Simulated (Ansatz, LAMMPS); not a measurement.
# Structural relaxation of amorphous 75SiO2-25TiO2 (mol %) (96 atoms)

How does amorphous 75SiO2-25TiO2 (mol %) (96 atoms) relax, and what do bonds, charges and levels look like afterwards?

Method: Kohn-Sham DFT, PBE, PAW (set soft_2), plane waves, in Ansatz 0.2.0.

### Step 1. The starting structure

The cell holds 96 atoms: 24 Si, 8 Ti and 64 O. Its edges and angles: a = 11.153 Å, b = 11.153 Å, c = 11.153 Å, α = 90.0°, β = 90.0°, γ = 90.0°. 96 atoms (24 Si, 8 Ti, 64 O) placed at random at 2.49 g/cm³, melted at 5000 K for 10 ps at fixed volume with the Morse and Coulomb pair potential with partial charges (Pedone, Malavasi, Menziani, Cormack and Segre, J. Phys. Chem. B 110, 11780 (2006)). Quenched from 5000 K to 300 K at 50 K/ps and fixed volume, held 5 ps, then minimised at fixed cell.

Limits known from the start: The quench rate of 50 K/ps is many orders above laboratory rates, so the cell is likely richer in defects and strain than a real sample. The starting topology of bonds comes from the classical model. Only the Γ point is sampled in the main run, in a cell whose shortest periodic width is 11 Å.

### Step 2. The classical run that made the cell

A classical potential makes the cell, at a small fraction of what the same run would cost in DFT.

This step: classical MD, Morse and Coulomb pair potential with partial charges (Pedone, Malavasi, Menziani, Cormack and Segre, J. Phys. Chem. B 110, 11780 (2006)) (LAMMPS 22 Jul 2025 - Update 4).

The input, in.lmp:

```
# melt-quench of Si24Ti8O64
units metal
atom_style charge
boundary p p p
region box block 0 11.1529 0 11.1529 0 11.1529
create_box 3 box
mass 1 28.0850   # Si
mass 2 47.8670   # Ti
mass 3 15.9990   # O
create_atoms 1 random 24 40194 NULL overlap 1.5 maxtry 2000
create_atoms 2 random 8 40201 NULL overlap 1.5 maxtry 2000
create_atoms 3 random 64 40208 NULL overlap 1.5 maxtry 2000
pair_style hybrid/overlay pedone 5.5 coul/long 8.0
pair_coeff * * coul/long
pair_coeff 1 3 pedone 0.340554 2.006700 2.100000 1   # Si-O
pair_coeff 2 3 pedone 0.024235 2.254703 2.708943 1   # Ti-O
pair_coeff 3 3 pedone 0.042395 1.379316 3.618701 22   # O-O
set type 1 charge 2.4
set type 2 charge 2.4
set type 3 charge -1.2
kspace_style pppm 1.0e-4
neigh_modify delay 0 every 1 check yes
thermo_style custom step time temp pe press density
thermo_modify norm yes
timestep 0.002
thermo 100
min_style cg
minimize 1e-4 1e-4 200 2000
reset_timestep 0
velocity all create 5000 40195 mom yes dist gaussian
fix lim all nve/limit 0.05
fix lan all langevin 5000 5000 0.2 40196 zero yes
thermo 500
run 1000 post no
# [... 10 lines left out ...]
thermo 1250
fix md all nvt temp 300 300 0.2
run 2500 post no
unfix md
thermo 100
min_style cg
minimize 0 1e-3 2000 20000
write_dump all custom glass.dump id type xs ys zs modify sort id
```

On the command line:

```sh
> lmp -in in.lmp -log none -nocite
```

Numbers of over 12 decimals in the logs are rounded to 6 here.

The program printed:

```text
LAMMPS (22 Jul 2025 - Update 4)
Created orthogonal box = (0 0 0) to (11.1529 11.1529 11.1529)
Created 24 atoms
Created 8 atoms
Created 64 atoms
PPPM initialization ...
  G vector (1/distance) = 0.38019813
  grid = 12 12 12
  estimated relative force accuracy = 7.2419256e-05
   Step          Time           Temp          PotEng         Press         Density
         0   0              0             -3.8669548      544585.08      2.4908028
        83   0.166          0             -16.959602     -48905.307      2.4908028
Loop time of 0.0504452 s on 1 MPI rank(s) for 83 steps with 96 atoms
Minimization stats:
  Stopping criterion = energy tolerance
[... 36 lines left out ...]
     55000   110            288.8738      -17.151445      17858.902      2.4908028
     55500   111            270.87098     -17.150217      15708.909      2.4908028
Loop time of 0.872508 s on 1 MPI rank(s) for 2500 steps with 96 atoms
   Step          Time           Temp          PotEng         Press         Density
     55500   111            270.87098     -17.150217      15708.909      2.4908028
     55517   111.034        270.87098     -17.187956      8300.7583      2.4908028
Loop time of 0.0284286 s on 1 MPI rank(s) for 17 steps with 96 atoms
Minimization stats:
  Stopping criterion = linesearch alpha is zero
  Energy initial, next-to-last, final =
     -17.1502166224876  -17.1879562006059  -17.1879562006059
  Force two-norm initial, final = 13.775612 0.49105057
  Iterations, force evaluations = 17 67
```

Wall time 22 s (1 thread of Intel Xeon Platinum 8488C (Sapphire Rapids), shared host); peak memory 0.071 GiB.

### Step 3. Single point at the start

A single point comes first, to see the forces before anything moves.

The input, input.yaml:

```yaml
crystal:
  lattice:
    - [11.1529, 0.0, 0.0]
    - [0.0, 11.1529, 0.0]
    - [0.0, 0.0, 11.1529]
  atoms:
    - { symbol: Si, position: [0.53936, 0.82795, 0.21711] }
    - { symbol: Si, position: [0.96825, 0.92693, 0.13823] }
    - { symbol: Si, position: [0.31831, 0.96411, 0.30245] }
    - { symbol: Si, position: [0.80159, 0.64462, 0.73514] }
    - { symbol: Si, position: [0.7077, 0.64223, 0.35182] }
    - { symbol: Si, position: [0.07165, 0.91463, 0.3934] }
    - { symbol: Si, position: [0.35309, 0.11093, 0.96772] }
    - { symbol: Si, position: [0.60999, 0.06557, 0.09389] }
    - { symbol: Si, position: [0.00849, 0.49124, 0.11332] }
    - { symbol: Si, position: [0.6687, 0.15751, 0.35182] }
    - { symbol: Si, position: [0.58547, 0.99272, 0.57224] }
    - { symbol: Si, position: [0.22141, 0.89357, 0.03974] }
    - { symbol: Si, position: [0.92918, 0.16175, 0.45996] }
    - { symbol: Si, position: [0.27994, 0.6163, 0.73207] }
    - { symbol: Si, position: [0.03571, 0.42808, 0.39551] }
    - { symbol: Si, position: [0.80979, 0.13228, 0.90387] }
    - { symbol: Si, position: [0.2421, 0.20828, 0.20754] }
    - { symbol: Si, position: [0.23989, 0.61364, 0.01353] }
    - { symbol: Si, position: [0.53874, 0.71774, 0.97733] }
    - { symbol: Si, position: [0.53472, 0.43644, 0.94048] }
    - { symbol: Si, position: [0.393, 0.42722, 0.15068] }
    - { symbol: Si, position: [0.93952, 0.68113, 0.49233] }
    - { symbol: Si, position: [0.53208, 0.75363, 0.71169] }
    - { symbol: Si, position: [0.85758, 0.01281, 0.6753] }
    - { symbol: Ti, position: [0.6949, 0.40127, 0.18035] }
    - { symbol: Ti, position: [0.70966, 0.3644, 0.74388] }
    - { symbol: Ti, position: [0.28468, 0.3841, 0.54354] }
    - { symbol: Ti, position: [0.33122, 0.1103, 0.68401] }
    - { symbol: Ti, position: [0.58961, 0.41296, 0.47172] }
    - { symbol: Ti, position: [0.96145, 0.21781, 0.1219] }
    - { symbol: Ti, position: [0.12025, 0.8652, 0.66137] }
    - { symbol: Ti, position: [0.83425, 0.69981, 0.01068] }
    - { symbol: O, position: [0.51894, 0.79583, 0.85604] }
    - { symbol: O, position: [0.11105, 0.57609, 0.06009] }
    - { symbol: O, position: [0.641, 0.56521, 0.45611] }
    - { symbol: O, position: [0.67699, 0.71027, 0.01067] }
    - { symbol: O, position: [0.76054, 0.23807, 0.81959] }
    - { symbol: O, position: [0.10172, 0.20173, 0.22267] }
    - { symbol: O, position: [0.26545, 0.58345, 0.87284] }
    - { symbol: O, position: [0.23855, 0.75687, 0.01262] }
    - { symbol: O, position: [0.35018, 0.1596, 0.83579] }
    - { symbol: O, position: [0.83266, 0.02447, 0.8136] }
    - { symbol: O, position: [0.67322, 0.35051, 0.59214] }
    - { symbol: O, position: [0.4138, 0.67115, 0.69914] }
    - { symbol: O, position: [0.01962, 0.47186, 0.2587] }
    - { symbol: O, position: [0.96959, 0.29976, 0.434] }
    - { symbol: O, position: [0.01705, 0.04216, 0.43373] }
    - { symbol: O, position: [0.72633, 0.98377, 0.61694] }
    - { symbol: O, position: [0.48224, 0.09261, 0.03092] }
    - { symbol: O, position: [0.80582, 0.13906, 0.38905] }
    - { symbol: O, position: [0.32479, 0.5467, 0.11133] }
    - { symbol: O, position: [0.79057, 0.50211, 0.75387] }
    - { symbol: O, position: [0.64285, 0.30244, 0.36495] }
    - { symbol: O, position: [0.92781, 0.17008, 0.96798] }
    - { symbol: O, position: [0.47882, 0.76105, 0.10138] }
    - { symbol: O, position: [0.25917, 0.50164, 0.65099] }
    - { symbol: O, position: [0.17106, 0.40686, 0.4346] }
    - { symbol: O, position: [0.73844, 0.53402, 0.26156] }
    - { symbol: O, position: [0.88214, 0.67944, 0.62238] }
    - { symbol: O, position: [0.08128, 0.9284, 0.04455] }
    - { symbol: O, position: [0.48249, 0.07051, 0.63897] }
    - { symbol: O, position: [0.21629, 0.92322, 0.39728] }
    - { symbol: O, position: [0.43466, 0.40424, 0.49324] }
    - { symbol: O, position: [0.82376, 0.30208, 0.17443] }
    - { symbol: O, position: [0.62231, 0.73968, 0.2918] }
    - { symbol: O, position: [0.53846, 0.85663, 0.60928] }
    - { symbol: O, position: [0.43074, 0.37272, 0.01581] }
    - { symbol: O, position: [0.18543, 0.72764, 0.70174] }
    - { symbol: O, position: [0.02695, 0.3614, 0.06454] }
    - { symbol: O, position: [0.29582, 0.97471, 0.95084] }
    - { symbol: O, position: [0.92054, 0.05615, 0.16367] }
    - { symbol: O, position: [0.60976, 0.93233, 0.14739] }
    - { symbol: O, position: [0.88251, 0.82634, 0.09087] }
    - { symbol: O, position: [0.30872, 0.33448, 0.21697] }
    - { symbol: O, position: [0.2787, 0.23473, 0.59975] }
    - { symbol: O, position: [0.89869, 0.13414, 0.6015] }
    - { symbol: O, position: [0.22776, 0.9831, 0.66824] }
    - { symbol: O, position: [0.66281, 0.6901, 0.71576] }
    [... 12 atom lines left out ...]
    - { symbol: O, position: [0.70913, 0.09468, 0.99913] }
    - { symbol: O, position: [0.52195, 0.4421, 0.21032] }
    - { symbol: O, position: [0.85948, 0.70171, 0.85291] }
    - { symbol: O, position: [0.26878, 0.16647, 0.06973] }
    - { symbol: O, position: [0.26742, 0.9242, 0.17288] }
    - { symbol: O, position: [0.62484, 0.14079, 0.21607] }
kpoints:
  mp_grid: { grid: [1, 1, 1] }
hamiltonian:
  xc: pbe
scf:
  occupations: { method: fermi_dirac, width: 0.025 }
output:
  forces: true
```

On the command line:

```sh
> ansatz run input.yaml --threads 4 --pin off --max-ram 8192MiB --backend cpu --events-out ev --progress --plain --runs-dir out
```

The program printed:

```text
Engine: ansatz 0.2.0, x86_64-unknown-linux-gnu
Pseudopotentials: kind: paw
Pseudopotential: Si, paw, valence charge 4, recommended cutoff 420 eV (normal), Si.paw.azcp
Pseudopotential: Ti, paw, valence charge 12, recommended cutoff 420 eV (normal), Ti.paw.azcp
Pseudopotential: O, paw, valence charge 6, recommended cutoff 420 eV (normal), O.paw.azcp
[... 5 lines on functional and potentials left out ...]
Crystal: 96 atoms, lattice volume = 1387.278 Å³
Basis set: ecut = 420 eV, 27201 PW (Γ), exchange–correlation on 150×150×150 points (8 copies of the dense FFT grid, shifted against one another)
Bands: 384, of which v1, the nominal top of the filled ones, is band 288 counted from 1 (287 counted from 0)
Symmetry: 1 space group operations
Space group: P1 (ITA 1), of the structure as read, at distance tolerance 1.1e-4 Å
k-points: 1
[... 7 lines on functional and potentials left out ...]
Initial density: superposition of atomic densities (neutral atoms: chi_scale 0, normalization atom), corrected by the library's trained network
Initial wavefunctions: pseudopotential atomic-orbital guess
Functional: x = pbe(κ = 0.804, μ = 0.219515), c = pbe(β = 0.066725)
SCF iter   1: F=—  HF=-71673.273882 eV  |F-HF|=—  |Δ(HF+E_count)|=         —  Δρ=4.00e-3  dr2=4.28e-1  ethr=1.77e-3  ⟨swp⟩=5.0  Hψ=1546  notcnv=0  defer=62
preconditioner: auto → Resta (q_TF=auto, 2.357 Å⁻¹)  ε∞=3.6  [insulator: Δε(μ)=2.111 eV  Ē_g=13.944 eV  σ=0.025 eV  W_gap=1.00  n_scr=304 (ndim 8)  ℏωp=22.6 eV  f_vac=0.217  D(μ)=0.00/eV (n_scr^D=0)  ε∞_Penn≈3.6]
SCF iter   2: F=—  HF=-71673.223113 eV  |F-HF|=—  |Δ(HF+E_count)|=   5.08e-2  Δρ=2.59e-3  dr2=1.26e-1  ethr=7.43e-5  ⟨swp⟩=3.0  Hψ=739  notcnv=0  defer=91
SCF iter   3: F=—  HF=-71673.208588 eV  |F-HF|=—  |Δ(HF+E_count)|=   1.45e-2  Δρ=1.63e-3  dr2=6.52e-2  ethr=2.18e-5  ⟨swp⟩=3.0  Hψ=589  notcnv=0  defer=40
automatic band count: iteration 3 solves 333 bands in place of 384: the levels show a gap, and the empty bands left out lie too high to hold charge; the band table lists the bands solved (type scf.n_extra_bands for more)
SCF iter   4: F=—  HF=-71673.196847 eV  |F-HF|=—  |Δ(HF+E_count)|=   1.17e-2  Δρ=6.45e-4  dr2=1.04e-2  ethr=1.13e-5  ⟨swp⟩=2.0  Hψ=586  notcnv=0  defer=40
SCF iter   5: F=—  HF=-71673.194691 eV  |F-HF|=—  |Δ(HF+E_count)|=   2.16e-3  Δρ=3.49e-4  dr2=2.29e-3  ethr=1.81e-6  ⟨swp⟩=2.0  Hψ=586  notcnv=0  defer=40
SCF iter   6: F=—  HF=-71673.194320 eV  |F-HF|=—  |Δ(HF+E_count)|=   3.70e-4  Δρ=1.73e-4  dr2=5.07e-4  ethr=3.97e-7  ⟨swp⟩=2.0  Hψ=574  notcnv=0  defer=40
SCF iter   7: F=—  HF=-71673.194348 eV  |F-HF|=—  |Δ(HF+E_count)|=   2.78e-5  Δρ=8.34e-5  dr2=1.07e-4  ethr=8.80e-8  ⟨swp⟩=2.0  Hψ=574  notcnv=0  defer=40
SCF iter   8: F=—  HF=-71673.194335 eV  |F-HF|=—  |Δ(HF+E_count)|=   1.29e-5  Δρ=3.55e-5  dr2=1.95e-5  ethr=1.85e-8  ⟨swp⟩=2.0  Hψ=552  notcnv=0  defer=40
SCF iter   9: F=—  HF=-71673.191613 eV  |F-HF|=—  |Δ(HF+E_count)|=   2.72e-3  Δρ=1.81e-5  dr2=4.95e-6  ethr=3.38e-9  ⟨swp⟩=2.0  Hψ=618  notcnv=0  defer=40
SCF iter  10: F=—  HF=-71673.191614 eV  |F-HF|=—  |Δ(HF+E_count)|=   1.12e-6  Δρ=8.89e-6  dr2=1.19e-6  ethr=8.59e-10  ⟨swp⟩=2.0  Hψ=561  notcnv=0  defer=40
SCF iter  11: F=—  HF=-71673.191614 eV  |F-HF|=—  |Δ(HF+E_count)|=   8.71e-8  Δρ=4.85e-6  dr2=3.90e-7  ethr=2.07e-10  ⟨swp⟩=2.0  Hψ=577  notcnv=0  defer=40
SCF iter  12: F=-71673.191614 eV  HF=-71673.191614 eV  |F-HF|=1.66e-8  |Δ(HF+E_count)|=   1.22e-8  Δρ=1.90e-6  dr2=6.03e-8  ethr=1.74e-11  ⟨swp⟩=2.0  Hψ=1201  notcnv=0
SCF 1 converged in 12 iterations: F = -71673.191614 eV  dr2 = 6.03e-8
  greatest PAW one-centre occupation: 0.999 electrons in one spin orbital (limit 2), on the Ti atom at site 31 (counted from 0), in its partial waves of l = 0
SCF converged after 12 iterations
Free energy (F): -71673.191614 eV
Harris-Foulkes:  -71673.191614 eV  (|F-HF|=1.66e-8)
Internal energy: -71673.191614 eV  (E = F + TS)
E sigma→0 (E₀):  -71673.191614 eV
Fermi energy:    3.666846 eV
--- Per-component energies (eV) ---
  E_band       = -4569.900321
  E_kinetic    = 14679.754054
  E_local      = -50822.254011  (includes V_loc(G=0)·N_el)
  E_nonlocal   = 3687.297352
  E_hartree    = 19913.757188
  E_xc         = -6870.814419
  E_vxc        = -8181.767279  (∫ρ·V_xc dr)
  E_paw        = -30851.913795  (= ΣΔE_a)
  E_vpaw       = -3760.608416  (= ΣTr[D̂ρ^β])
  E_aug_tail   = 0.164394  (compensation charges beyond the density's cutoff)
  E_ewald      = -21409.182376
  E_smearing   = -0.000000  (= −TS)
  E_closure    = 0.000000  (closes the sum)
  Σ components = -71673.191614   (vs F -71673.191614, Δ=0.00e0)
--- Forces (eV/Å), atoms counted from 1 ---
  atom   1  Si    -0.66078341     0.70255389    -1.50916618
  atom   2  Si     2.46190269     0.68813994     0.47915599
  atom   3  Si    -1.70370227     0.47030048    -2.83276391
  atom   4  Si    -1.80249709    -0.17893237     0.24563814
  atom   5  Si     0.17758611    -1.20986024     0.15039041
  atom   6  Si    -0.20557635     0.75835867    -0.55774176
  atom   7  Si    -0.30554422    -1.95628272     3.01291546
  atom   8  Si    -1.43655251    -0.36725231     0.29940949
  atom   9  Si     0.51202671    -0.04431876     0.61842295
  atom  10  Si    -0.09434029    -0.10916450     0.64182522
  atom  11  Si     1.35289427    -0.03899842     0.23239975
  atom  12  Si    -0.61771294     1.13991131     2.15866591
  atom  13  Si    -0.04772521    -1.10997957     0.39499072
  atom  14  Si     1.35239091     1.17103977     1.14121694
[...]
atom  95  O      0.11257798    -0.52476783     0.33064679
  atom  96  O      0.10804633     0.80489337     0.19422249
  max |Σ_I F_I| component: 9.79e-5 eV/Å
```

It took 12 s on 4 threads of Intel Xeon Platinum 8488C (Sapphire Rapids), shared host; peak memory 1.8 GiB.

The column dr2 measures how far the density is from self-consistency, as an energy; F and HF (Harris–Foulkes) agree once it is small.

The run gave:

```yaml
free_energy: -71673.1916 eV
free_energy_per_atom: -746.5957 eV/atom
scf_cycles: 12
r_m_s_force_component: 0.8325 eV/Å
longest_force: 3.605 eV/Å
fermi_energy: 3.667 eV
```

The r.m.s. force component of 0.83 eV/Å sets the starting point.

Neighbours are counted within 2.08 Å (O-Si), 2.64 Å (O-Ti).

Length of the force by element and coordination:

```csv
element,coordination,atoms,mean length of the force (eV/Å),spread,least,most
O,all,64,1.13,0.436,0.344,2.49
O,2,62,1.14,0.437,0.344,2.49
O,3,2,0.744,0.0382,0.706,0.782
Si,all,24,1.79,0.861,0.538,3.61
Ti,all,8,1.14,0.354,0.605,1.58
Ti,4,6,1.14,0.362,0.605,1.58
Ti,5,2,1.14,0.330,0.805,1.46
```

(Continued in part 2 of 4.)

[Logs are printed without paths, hosts, clocks, repeated set-up lines and the standing remarks that a program may print on its own settings, such as how far it seeks lower states.]

[Hosts, paths, dates, database ids (printed as entryN), source tags and the programs' standing remarks are cut or masked in the printed files.]
